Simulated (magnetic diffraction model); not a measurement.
## Solving a magnetic structure from powder neutron data: TmInSn

Space group P-62m (no. 189), a = 8.1490 Å, c = 3.9630 Å.

| site | atom | x | y | z |
| --- | --- | --- | --- | --- |
| 3g | Tm | 0 | 0.5951 | 1/2 |
| 2c | Sn | 1/3 | 2/3 | 0 |
| 1b | Sn | 0 | 0 | 1/2 |
| 3f | In | 0.2547 | 0 | 0 |

The compound is invented for this exercise: a known structure type with other elements, its cell scaled to their sizes and not relaxed.

Only Tm is taken to order (form factors of Tm3+); orders and moment sizes are assumed, and not adapted to the symmetry. Radiation: neutrons of λ = 2.567 Å, 3° to 80°; isotropic B of 0.26 Å² (Tm), 0.23 Å² (Sn) and 0.26 Å² (In). The intensities are simulated: I ∝ L Σ (|F_N|² + |F_M⊥|²) for unpolarised neutrons, with F_M = 2.695 fm/μB × Σ f(s) S exp(2πi Q·r) exp(−B s²) at Q = H ± k (one set where k and −k are equivalent), only the part normal to Q counting and L = 1/(sin²θ cos θ). For a modulated order the moment at position r is S exp(−2πi k·r) + c.c., with S = m/2 for a sine wave of amplitude m and S = m(u + iv)/2 for moments turning in a plane, u and v being orthogonal unit vectors in it; the phase factor of the sum at Q = H + k is then exp(2πi H·r). Form factors are spin-only for 3d ions and dipole or tabulated for f ions, scattering lengths are Sears's of 1992, and absorption is left out. A label names one of the reflections at its angle. The strongest nuclear line in the range is 100, and lines under 0.2 are left out.

Above the ordering temperature:

```csv
2θ (°),index,I
20.96,(1 0 0),0.2
36.72,(1 1 0),8.9
37.79,(0 0 1),0.3
42.66,(2 0 0),6.9
43.61,(1 0 1),3.2
53.72,(1 1 1),89.0
57.52,(2 1 0),41.0
58.29,(2 0 1),100.0
66.13,(3 0 0),56.6
70.91,(2 1 1),39.1
78.10,(2 2 0),10.8
```

Below it (cell unchanged):

```tsv
2θ (°)	I
12.05	192.3
20.96	0.2
24.25	32.2
32.26	49.9
36.72	8.9
37.79	0.3
39.81	65.5
42.66	6.9
43.61	3.2
44.49	29.9
45.41	30.6
49.67	10.7
50.52	63.0
53.72	89.0
54.48	12.8
57.52	41.0
58.29	100.0
59.77	46.8
63.34	3.5
64.06	17.6
66.13	56.6
67.51	12.8
68.21	21.8
70.91	39.1
71.55	10.7
76.18	6.2
78.10	10.8
79.39	8.0
```

**Question.** Find the propagation vector, then choose among these models:
A. a sine wave with moments along [010] (amplitudes given), 5.3 μB on Tm; signs + at (0, 0.5951, 1/2), + at (0.5951, 0, 1/2), + at (0.4049, 0.4049, 1/2)
B. a sine wave with moments along [100] (amplitudes given), 5.3 μB on Tm; signs + at (0, 0.5951, 1/2), + at (0.5951, 0, 1/2), + at (0.4049, 0.4049, 1/2)
C. moments turning in the plane of [100] and [010], 5.3 μB on Tm; signs + at (0, 0.5951, 1/2), + at (0.5951, 0, 1/2), + at (0.4049, 0.4049, 1/2)
D. moments turning in the plane of [001] and [100], 5.3 μB on Tm; signs + at (0, 0.5951, 1/2), + at (0.5951, 0, 1/2), + at (0.4049, 0.4049, 1/2)

The new lines index as (1/3 1/3 0) at 12.05°, (2/3 2/3 0) at 24.25°, (4/3 1/3 0) at 32.26° and (1/3 1/3 1) at 39.81°, that is as H ± k with k = (1/3 1/3 0). Satellites come in pairs about each point of the reciprocal lattice.

Magnetic intensity, observed (below minus above) and for each model:

| 2θ (°) | index | observed | A | B | C | D |
| --- | --- | --- | --- | --- | --- | --- |
| 12.05 | (1/3 1/3 0) | 192.3 | 137.9 | 137.9 | 192.3 | 330.2 |
| 24.25 | (2/3 2/3 0) | 32.2 | 22.6 | 22.6 | 32.2 | 54.8 |
| 32.26 | (4/3 1/3 0) | 49.9 | 18.6 | 18.6 | 49.9 | 68.5 |
| 39.81 | (1/3 1/3 1) | 65.5 | 33.4 | 33.4 | 65.5 | 36.7 |
| 44.49 | (5/3 2/3 0) | 29.9 | 14.2 | 14.2 | 29.9 | 44.0 |
| 45.41 | (2/3 2/3 1) | 30.6 | 16.4 | 16.4 | 30.6 | 21.7 |
| 50.52 | (4/3 1/3 1) | 63.0 | 29.4 | 29.4 | 63.0 | 46.3 |
| 59.77 | (5/3 2/3 1) | 46.8 | 22.9 | 22.9 | 46.8 | 41.9 |

Model C matches.

The structure used: k = (1/3 1/3 0), moments turning in the plane of [100] and [010], 5.3 μB on Tm; signs + at (0, 0.5951, 1/2), + at (0.5951, 0, 1/2), + at (0.4049, 0.4049, 1/2).

[Logs are printed without paths, hosts, clocks, repeated set-up lines and the standing remarks that a program may print on its own settings, such as how far it seeks lower states.]
